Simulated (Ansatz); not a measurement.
# Heat carried by phonons in ZnS (F-43m)

Aim: the lattice thermal conductivity of ZnS against temperature, and which phonons carry it.

Experimental results on record:
- thermal conductivity 27 W/m/K near room temperature (given in “Combining the AFLOW GIBBS and Elastic Libraries to efficiently and robustly screen thermo-mechanical properties of solids”, 2017, arXiv:1611.05714)

Calculated with Ansatz 0.2.0; DFT r2SCAN, scalar-relativistic, plane waves, PAW.

The database entry behind the starting cell differs from later determinations by our own check (about 0.1 % short), so it need not match the best structure at ambient conditions.

**1. Set-up**

The structure is cubic, space group F-43m (No. 216). The conventional cell has a = 5.404 Å, b = 5.404 Å, c = 5.404 Å, α = 90.00°, β = 90.00°, γ = 90.00°. Nearest to Zn lie 4 S at 2.34 Å. Nearest to S lie 4 Zn at 2.34 Å. Farther neighbours and most contacts between anions are not listed.

**2. A first coarse run**

Before spending time, one coarse run tells the gap and the pressure of the starting cell.

Input file input.yaml:

```yaml
crystal:
  lattice:
    - [0.0, 2.702, 2.702]
    - [2.702, 0.0, 2.702]
    - [2.702, 2.702, 0.0]
  atoms:
    - { symbol: Zn, position: [0.25, 0.25, 0.25] }
    - { symbol: S, position: [0.0, 0.0, 0.0] }
kpoints:
  mp_grid: { grid: [6, 6, 6] }
hamiltonian:
  xc: r2scan
scf:
  occupations: { method: gaussian, width: 0.1 }
output:
  forces: true
  stress: true
  eigenvalues: true
```

Started as:

```bash
ansatz run input.yaml --threads 18 --pin off --max-ram 92160MiB --backend cuda --events-out ev --progress --plain --runs-dir out
```

Numbers of over 12 decimals in the logs are rounded to 6 here.

Output:

```text
Engine: ansatz 0.2.0, aarch64-unknown-linux-gnu
Pseudopotentials: kind: paw
Pseudopotential: Zn, paw, valence charge 12, recommended cutoff 500 eV (meta_gga), Zn.paw.azcp
Pseudopotential: S, paw, valence charge 6, recommended cutoff 500 eV (meta_gga), S.paw.azcp
Functional definition: r2SCAN
  parameter k0 = 0.174
  parameter k1 = 0.065
  parameter a1 = 4.9479
  exchange = r2scan_x(k0 = k0, k1 = k1, a1 = a1)
  correlation = r2scan_c
device memory: the entry about to start is reckoned to put 0.8 GiB on a device that reports 182.5 GiB free
GPU FFT provider: cuFFT
GPU libraries: cuBLAS 13.8.1, cuFFT 12.4.0, cuSOLVER 12.3.2
GPU matrix products: emulated (plane waves: as basis.precision tells), large ones in fixed point in workspaces of 1.00 GiB
Crystal: 2 atoms, lattice volume = 39.454 Å³
Basis set: ecut = 500 eV, 965 PW (Γ), exchange–correlation on 120×120×120 points (64 copies of the dense FFT grid, shifted against one another)
Bands: 13, of which v1, the nominal top of the filled ones, is band 9 counted from 1 (8 counted from 0)
Symmetry: 24 space group operations
Space group: F-43m (ITA 216), of the structure as read, at distance tolerance 3.4e-5 Å
k-points: 16 of 216 (time reversal used)
Non-local potential: Zn, projectors of the file, l = 0: 2, l = 1: 2, l = 2: 3, l = 3: 1
Non-local potential: S, projectors of the file, l = 0: 2, l = 1: 2, l = 2: 2
PAW form: soft (Blöchl's): semilocal exchange-correlation on the pseudo side does not see the compensation charge
PAW frozen core: Zn, regenerated for the run's functional (the file was generated under x = pbe(κ = 0.804, μ = 0.219515), c = pbe(β = 0.066725))
PAW frozen core: S, regenerated for the run's functional (the file was generated under x = pbe(κ = 0.804, μ = 0.219515), c = pbe(β = 0.066725))
PAW one-centre angular grid: Zn, 590 points (default); XC on 261 of its mesh's 2673 points in the sphere
PAW one-centre angular grid: S, 302 points (default); XC on 160 Gauss nodes
Initial density: superposition of atomic densities (neutral atoms: chi_scale 0, normalization atom), corrected by the library's trained network
Initial wavefunctions: pseudopotential atomic-orbital guess
GPU buffer pool allocated for 27000 grid points (all kernels)
GPU transforms: local potential: pruned to the plane-wave sphere, on 27×27×27; band sums: pruned to the plane-wave sphere, on 30×30×30
Functional: x = r2scan, c = r2scan; τ floored in thin density (d = 2e-4 eV/Å³)
SCF iter   1: F=—  HF=-4233.449684 eV  |F-HF|=—  |Δ(HF+E_count)|=         —  Δρ=1.55e-2  dr2=4.69e-2  dr2_τ=6.50e-3  ethr=1.77e-3  ⟨swp⟩=5.2  Hψ=1252  notcnv=0
preconditioner: auto → none  [insulator: Δε(μ)=2.647 eV  Ē_g=13.047 eV  σ=0.100 eV  W_gap=1.00  n_scr=14 (ndim 8)  ℏωp=25.1 eV  f_vac=0.027  D(μ)=0.00/eV (n_scr^D=0)  ε∞_Penn≈4.7]
SCF iter   2: F=—  HF=-4233.452140 eV  |F-HF|=—  |Δ(HF+E_count)|=   2.46e-3  Δρ=4.59e-3  dr2=8.27e-3  dr2_τ=3.43e-4  ethr=2.60e-4  ⟨swp⟩=2.0  Hψ=528  notcnv=0
SCF iter   3: F=—  HF=-4233.446991 eV  |F-HF|=—  |Δ(HF+E_count)|=   5.15e-3  Δρ=2.92e-3  dr2=1.38e-3  dr2_τ=8.53e-6  ethr=4.60e-5  ⟨swp⟩=2.0  Hψ=385  notcnv=0
SCF iter   4: F=—  HF=-4233.447296 eV  |F-HF|=—  |Δ(HF+E_count)|=   3.06e-4  Δρ=2.08e-4  dr2=2.74e-5  dr2_τ=1.35e-6  ethr=7.68e-6  ⟨swp⟩=1.9  Hψ=471  notcnv=0
SCF iter   5: F=—  HF=-4233.447334 eV  |F-HF|=—  |Δ(HF+E_count)|=   3.78e-5  Δρ=9.89e-5  dr2=3.40e-6  dr2_τ=3.87e-8  ethr=1.52e-7  ⟨swp⟩=2.1  Hψ=254  notcnv=0
SCF iter   6: F=-4233.447334 eV  HF=-4233.447334 eV  |F-HF|=6.74e-9  |Δ(HF+E_count)|=   1.79e-7  Δρ=7.34e-6  dr2=1.31e-8  dr2_τ=1.72e-9  ethr=5.56e-10  ⟨swp⟩=3.5  Hψ=907  notcnv=0
SCF 1 converged in 6 iterations: F = -4233.447334 eV  dr2 = 1.31e-8
  greatest PAW one-centre occupation: 0.983 electrons in one spin orbital (limit 2), on the Zn atom at site 0 (counted from 0), in its partial waves of l = 2
SCF converged after 6 iterations
Free energy (F): -4233.447334 eV
Harris-Foulkes:  -4233.447334 eV  (|F-HF|=6.74e-9)
Internal energy: -4233.447334 eV  (E = F + TS)
E sigma→0 (E₀):  -4233.447334 eV
Fermi energy:    6.844702 eV
--- Per-component energies (eV) ---
  E_band       = -2.532937
  E_kinetic    = 237.353001
  E_local      = -2046.602583  (includes V_loc(G=0)·N_el)
  E_nonlocal   = 646.669760
  E_hartree    = 858.483479
  E_xc         = -215.672415
  E_vxc        = -148.067265  (∫ρ·V_xc dr)
  E_paw        = -2460.006842  (= ΣΔE_a)
  E_vpaw       = -416.179705  (= ΣTr[D̂ρ^β])
  E_aug_tail   = -0.000055  (compensation charges beyond the density's cutoff)
  E_vtau       = 7.327943  (kinetic-family band-sum trace: ∫τ·v_τ [+ j·A + Jᵃ·Aᵃ] dr)
  E_ewald      = -1253.379294
  E_core_change = -0.292385  (= ΣΔE_core)
  E_smearing   = -0.000000  (= −TS)
  E_closure    = -0.000000  (closes the sum)
  Σ components = -4233.447334   (vs F -4233.447334, Δ=0.00e0)
--- Forces (eV/Å), atoms counted from 1 ---
  atom   1  Zn    -0.00000000     0.00000000     0.00000000
  atom   2  S      0.00000000    -0.00000000    -0.00000000
  max |Σ_I F_I| component: 1.85e-17 eV/Å
--- Stress (GPa, compression-positive) ---
       -0.622022       0.000000      -0.000000
        0.000000      -0.622022       0.000000
       -0.000000       0.000000      -0.622022
  P = ⅓ Tr σ = -0.6220 GPa (-6.220 kbar)
--- Band table (eV; the first three rows and the last of 16) ---
  k-point 0: bands = [... 5 lower, -0.4500, 5.5105, 5.5105, 5.5105, 8.1747, 12.3813, 12.3813, 12.3813]
  k-point 1: bands = [... 5 lower, -0.4517, 3.8443, 5.2596, 5.2596, 9.2587, 12.3607, 12.7932, 12.7932]
  k-point 2: bands = [... 5 lower, -0.4380, 1.5653, 4.8202, 4.8202, 9.4571, 13.0146, 13.0146, 13.8798]
  k-point 15: bands = [... 5 lower, -0.0940, 0.8792, 2.8258, 2.8419, 10.6950, 11.3274, 15.0754, 15.1084]
```

The job ended after 1.9 s (1 × NVIDIA GB200 with 18 threads of Arm Neoverse V2, shared host; peak memory 1.1 GiB).

This step gave:

- pressure: -0.6220 GPa
- gap on the k-mesh: 2.664 eV
- volume per atom: 19.73 Å³/atom

The start is under -0.62 GPa at this level and looks like an insulator or semiconductor on this mesh.

**3. Relaxation**

The vibrations must be taken about the equilibrium of this functional, not about the starting cell, so the structure is relaxed.

input.yaml, the sections that differ from step 2:

```yaml
kpoints:
  mp_grid: { grid: [8, 8, 8] }
scf:
  occupations: { method: gaussian, width: 0.02 }
relax:
  adjacent_minimum: "off"
  f_tol: 0.005
  max_steps: 80
  cell: { stress_tol: 0.05 }
# crystal, hamiltonian, output: as in step 2
```

Output:

```text
[...]
Crystal: 2 atoms, lattice volume = 39.454 Å³
Basis set: ecut = 500 eV, 965 PW (Γ), exchange–correlation on 120×120×120 points (64 copies of the dense FFT grid, shifted against one another)
Bands: 13, of which v1, the nominal top of the filled ones, is band 9 counted from 1 (8 counted from 0)
Symmetry: 24 space group operations
[...]
k-points: 29 of 512 (time reversal used)
[...]
SCF iter   1: F=—  HF=-4233.452120 eV  |F-HF|=—  |Δ(HF+E_count)|=         —  Δρ=1.55e-2  dr2=4.69e-2  dr2_τ=6.44e-3  ethr=1.77e-3  ⟨swp⟩=6.2  Hψ=2429  notcnv=0
[...]
SCF iter   2: F=—  HF=-4233.454449 eV  |F-HF|=—  |Δ(HF+E_count)|=   2.33e-3  Δρ=4.60e-3  dr2=8.34e-3  dr2_τ=3.50e-4  ethr=2.61e-4  ⟨swp⟩=2.6  Hψ=992  notcnv=0
[...]
SCF iter   6: F=-4233.449618 eV  HF=-4233.449618 eV  |F-HF|=7.74e-9  |Δ(HF+E_count)|=   3.35e-7  Δρ=7.23e-6  dr2=1.20e-8  dr2_τ=1.76e-9  ethr=5.56e-10  ⟨swp⟩=4.2  Hψ=2354  notcnv=0
SCF 1 converged in 6 iterations: F = -4233.449618 eV  dr2 = 1.20e-8
[...]
relax step   1: F+E_penalty+E_count = -4233.44961784 eV  Δ(F+E_penalty+E_count) = +0.000e0 eV  max|allowed force component| = 1.665e-16 eV/Å  Δτ_max = 0.0000 Å  P = -0.639 GPa  Ω = 39.454 Å³  (6 SCF iters, dr2 threshold 1.00e-7 eV, accepted)
[...]
Crystal: 2 atoms, lattice volume = 39.259 Å³
[...]
iter 1 solved again at ethr=1.22e-7 eV; its pass at ethr=3.10e-3 eV (dr2=2.20e-5 eV) is discarded
[...]
SCF iter   2: F=—  HF=-4233.450210 eV  |F-HF|=—  |Δ(HF+E_count)|=   2.14e-4  Δρ=1.18e-4  dr2=8.10e-6  dr2_τ=2.18e-7  ethr=9.63e-8  ⟨swp⟩=2.0  Hψ=706  notcnv=0
[...]
SCF iter   4: F=-4233.450209 eV  HF=-4233.450209 eV  |F-HF|=1.20e-7  |Δ(HF+E_count)|=   1.31e-7  Δρ=2.75e-5  dr2=1.65e-7  dr2_τ=3.19e-9  ethr=1.11e-9  ⟨swp⟩=5.8  Hψ=2145  notcnv=0
SCF 2 converged in 4 iterations: F = -4233.450209 eV  dr2 = 1.65e-7
relax step   2: F+E_penalty+E_count = -4233.45020871 eV  Δ(F+E_penalty+E_count) = -5.909e-4 eV  max|allowed force component| = 6.014e-17 eV/Å  Δτ_max = 0.0000 Å  P = -0.259 GPa  Ω = 39.259 Å³  energy of the carried Pulay correction = +4.418e-5 eV  (4 SCF iters, dr2 threshold 2.00e-7 eV, accepted)
[...]
Crystal: 2 atoms, lattice volume = 39.127 Å³
[...]
SCF iter   4: F=-4233.450343 eV  HF=-4233.450343 eV  |F-HF|=3.56e-8  |Δ(HF+E_count)|=   9.22e-8  Δρ=1.62e-5  dr2=6.52e-8  dr2_τ=1.31e-9  ethr=9.30e-10  ⟨swp⟩=5.0  Hψ=2059  notcnv=0
SCF 3 converged in 4 iterations: F = -4233.450343 eV  dr2 = 6.52e-8
relax step   3: F+E_penalty+E_count = -4233.45034330 eV  Δ(F+E_penalty+E_count) = -1.346e-4 eV  max|allowed force component| = 8.558e-17 eV/Å  Δτ_max = 0.0000 Å  P = +0.004 GPa  Ω = 39.127 Å³  energy of the carried Pulay correction = +7.410e-5 eV  (4 SCF iters, dr2 threshold 1.67e-7 eV, accepted)
[...]
SCF iter   1: F=—  HF=-4233.450209 eV  |F-HF|=—  |Δ(HF+E_count)|=         —  Δρ=2.39e-5  dr2=1.03e-7  dr2_τ=1.10e-8  ethr=2.97e-7  ⟨swp⟩=3.0  Hψ=3408  notcnv=0
[...]
SCF iter   2: F=—  HF=-4233.450258 eV  |F-HF|=—  |Δ(HF+E_count)|=   4.82e-5  Δρ=1.09e-5  dr2=1.73e-8  dr2_τ=1.44e-9  ethr=5.73e-10  ⟨swp⟩=2.1  Hψ=631  notcnv=0
[...]
SCF iter   5: F=-4233.450258 eV  HF=-4233.450258 eV  |F-HF|=1.82e-12  |Δ(HF+E_count)|=  5.09e-11  Δρ=1.52e-7  dr2=5.52e-12  dr2_τ=2.77e-13  ethr=1.00e-12  ⟨swp⟩=4.8  Hψ=1885  notcnv=0
SCF 4 converged in 5 iterations: F = -4233.450258 eV  dr2 = 5.52e-12
relax step   4: F+E_penalty+E_count = -4233.45025752 eV  Δ(F+E_penalty+E_count) = +8.579e-5 eV  max|allowed force component| = 8.789e-17 eV/Å  Δτ_max = 0.0000 Å  P = +0.002 GPa  Ω = 39.127 Å³  stress off target by 2.21e-3 GPa  SCF on the basis re-selected at this cell (its energy is not comparable with the rows above)  (5 SCF iters)
basis re-selected at this cell: Δ(F+E_penalty+E_count) = +8.579e-5 eV, ΔP = -0.002 GPa vs the last step (what re-selecting the basis moved, of the pressure what is left beyond the Pulay correction that the steps carried, after the strain that the cell walked since its last selection, with what the two solves' SCF thresholds leave and, on support functions, any second-order correction that the steps lacked; it is no m [...]
SCF converged after 5 iterations
Free energy (F): -4233.450258 eV
[...]
Internal energy: -4233.450258 eV  (E = F + TS)
E sigma→0 (E₀):  -4233.450258 eV
Fermi energy:    6.969514 eV
[...]
--- Stress (GPa, compression-positive) ---
        0.002213      -0.000000      -0.000000
       -0.000000       0.002213       0.000000
       -0.000000       0.000000       0.002213
  P = ⅓ Tr σ = 0.0022 GPa (0.022 kbar)
--- Band table (eV; the first three rows and the last of 29) ---
  k-point 0: bands = [... 5 lower, -0.3637, 5.6179, 5.6179, 5.6179, 8.3210, 12.4826, 12.4826, 12.4826]
  k-point 1: bands = [... 5 lower, -0.3652, 4.5257, 5.4654, 5.4654, 9.1106, 12.3898, 12.7463, 12.7463]
  k-point 2: bands = [... 5 lower, -0.3618, 2.7479, 5.1319, 5.1319, 9.6425, 13.0791, 13.1168, 13.1168]
  k-point 28: bands = [... 5 lower, 0.0462, 0.9389, 2.7670, 2.7971, 11.6510, 12.2355, 14.0832, 14.2706]
--- Relaxed structure (3 steps of the walk, 3 accepted, 1 SCFs on fresh bases) ---
  F+E_penalty+E_count = -4233.45025752 eV   max|allowed force component| = 8.789e-17 eV/Å   (the final SCF, on the basis selected at the relaxed cell)
  cell:  # Å, volume = 39.1273 Å³
    - [0, 2.694531, 2.694531]
    - [2.694531, 0, 2.694531]
    - [2.694531, 2.694531, 0]
  atoms:
    - { symbol: Zn, position: [0.25, 0.25, 0.25] }
    - { symbol: S, position: [0, 0, 0] }
```

It took 3 s on 1 × NVIDIA GB200 with 18 threads; peak memory 1.1 GiB; 5.5 s of CPU time.

Relaxation path:

| step | energy less that of the first step (eV) | largest force component (eV/Å) | pressure (GPa) | volume (Å³) |
| --- | --- | --- | --- | --- |
| 1 | 0.0000 | 0.0000 | -0.64 | 39.45 |
| 2 | -0.0006 | 0.0000 | -0.26 | 39.26 |
| 3 | -0.0007 | 0.0000 | 0.00 | 39.13 |
| 4* | -0.0006 | 0.0000 | 0.00 | 39.13 |

Relaxation steps marked * repeat the geometry before them on a plane-wave basis chosen anew for their cell, so energy and pressure can jump there.

The run keeps the 24 symmetry operations that it works with, so distortions that break them were not tested.

| conventional cell, symmetrised | before | after | change |
| --- | --- | --- | --- |
| a (Å) | 5.404 | 5.389 | -0.3 % |
| b (Å) | 5.404 | 5.389 | -0.3 % |
| c (Å) | 5.404 | 5.389 | -0.3 % |
| volume (Å³/atom) | 19.73 | 19.56 | -0.8 % |

The relaxed structure:

```cif
data_structure
_symmetry_space_group_name_H-M 'P 1'
_symmetry_Int_Tables_number 1
_cell_length_a 3.8106
_cell_length_b 3.8106
_cell_length_c 3.8106
_cell_angle_alpha 60.000
_cell_angle_beta 60.000
_cell_angle_gamma 60.000
_cell_volume 39.13
loop_
_atom_site_label
_atom_site_type_symbol
_atom_site_fract_x
_atom_site_fract_y
_atom_site_fract_z
_atom_site_occupancy
Zn1 Zn 0.25000 0.25000 0.25000 1
S2 S 0.00000 0.00000 0.00000 1
```

This step gave:

- pressure: 0.002213 GPa
- gap on the k-mesh: 2.703 eV
- volume per atom: 19.56 Å³/atom

The relaxation ends with a pressure of 0.00 GPa.

**4. Relaxing to small residual forces and stress**

The thresholds are tightened for a last relaxation ahead of the phonons, and where mesh or smearing change with them the cell follows.

Input file input.yaml:

```yaml
crystal:
  lattice:
    - [0.0, 2.69453147, 2.69453147]
    - [2.69453147, 0.0, 2.69453147]
    - [2.69453147, 2.69453147, 0.0]
  atoms:
    - { symbol: Zn, position: [0.25, 0.25, 0.25] }
    - { symbol: S, position: [0.0, 0.0, 0.0] }
kpoints:
  mp_grid: { grid: [9, 9, 9] }
hamiltonian:
  xc: r2scan
scf:
  occupations: { method: fixed }
output:
  forces: true
  stress: true
  eigenvalues: true
relax:
  adjacent_minimum: "off"
  f_tol: 0.001
  max_steps: 60
  cell: { stress_tol: 0.01 }
```

Output:

```text
[...]
GPU FFT provider: cuFFT
GPU libraries: cuBLAS 13.8.1, cuFFT 12.4.0, cuSOLVER 12.3.2
[...]
Crystal: 2 atoms, lattice volume = 39.127 Å³
Basis set: ecut = 500 eV, 965 PW (Γ), exchange–correlation on 120×120×120 points (64 copies of the dense FFT grid, shifted against one another)
[...]
k-point 34: bands = [... 5 lower, -0.0064, 0.9729, 2.6153, 3.1558, 11.5480, 12.0886, 13.6284, 15.1764]
--- Relaxed structure (1 steps of the walk, 1 accepted, 1 SCFs on fresh bases) ---
[...]
cell:  # Å, volume = 39.1273 Å³
    - [0.0, 2.69453147, 2.69453147]
    - [2.69453147, 0.0, 2.69453147]
    - [2.69453147, 2.69453147, 0.0]
  atoms:
    - { symbol: Zn, position: [0.25, 0.25, 0.25] }
    - { symbol: S, position: [0.0, 0.0, 0.0] }
[key lines of the parts left out:]
SCF converged after 7 iterations
Free energy (F): -4233.450414 eV
Fermi energy:    5.617712 eV
P = ⅓ Tr σ = 0.0013 GPa (0.013 kbar)
```

Elapsed: 2.2 s, on 1 × NVIDIA GB200 with 18 threads; peak memory 1.1 GiB; 3.8 s of CPU time.

Little changed from the start: no atom moved by 0.005 Å and no cell edge by 0.1 %.

Numbers from this step:

* pressure: 0.001299 GPa

The residual pressure is 0.0013 GPa, small enough for phonons.

**5. An input with a fault**

This input was changed on purpose, to see how the program answers.

input.yaml, the sections that differ from step 4:

```yaml
kpoints:
  mp_grid: { grid: [6, 6, 6] }
scf:
  occupations: { method: fixed }
  max_iter: 50
output:
  eigenvalues: true
phonons:
  supercell: [2, 2, 2]
  dielectric: false
  lattice_thermal_conductivity:
    qmesh: [11, 11, 11]
    temperatures: [300]
    isotope_mass_variance:
      - { species: S, variance: 0.0001651 }
      - { species: Zn, variance: 0.0005982 }
# crystal, hamiltonian: as in step 4
# relax: removed
```

Output:

```text
Error: invalid value for `phonons.lattice_thermal_conductivity`: set without third_order — the Boltzmann solve scatters phonons through the third-order force constants, which that block's batch computes; add phonons.third_order (supercell and pair_cutoff), or remove lattice_thermal_conductivity
```

Run time: 0.02 s. Hardware: 18 threads; peak memory 0.035 GiB.

The program refused the input before any cycle.

The program's message: “Error: invalid value for `phonons.lattice_thermal_conductivity`: set without third_order — the Boltzmann solve scatters phonons through the third-order force constants, which that block's batch comput …”

The fault put into the input: a conductivity without third-order constants.

(Continued in part 2 of 2.)

[Logs are printed without paths, hosts, clocks, repeated set-up lines and the standing remarks that a program may print on its own settings, such as how far it seeks lower states.]

[Hosts, paths, dates, database ids (printed as entryN), source tags and the programs' standing remarks are cut or masked in the printed files.]

[A step with changed settings may run another functional than the one named; its input shows which.]
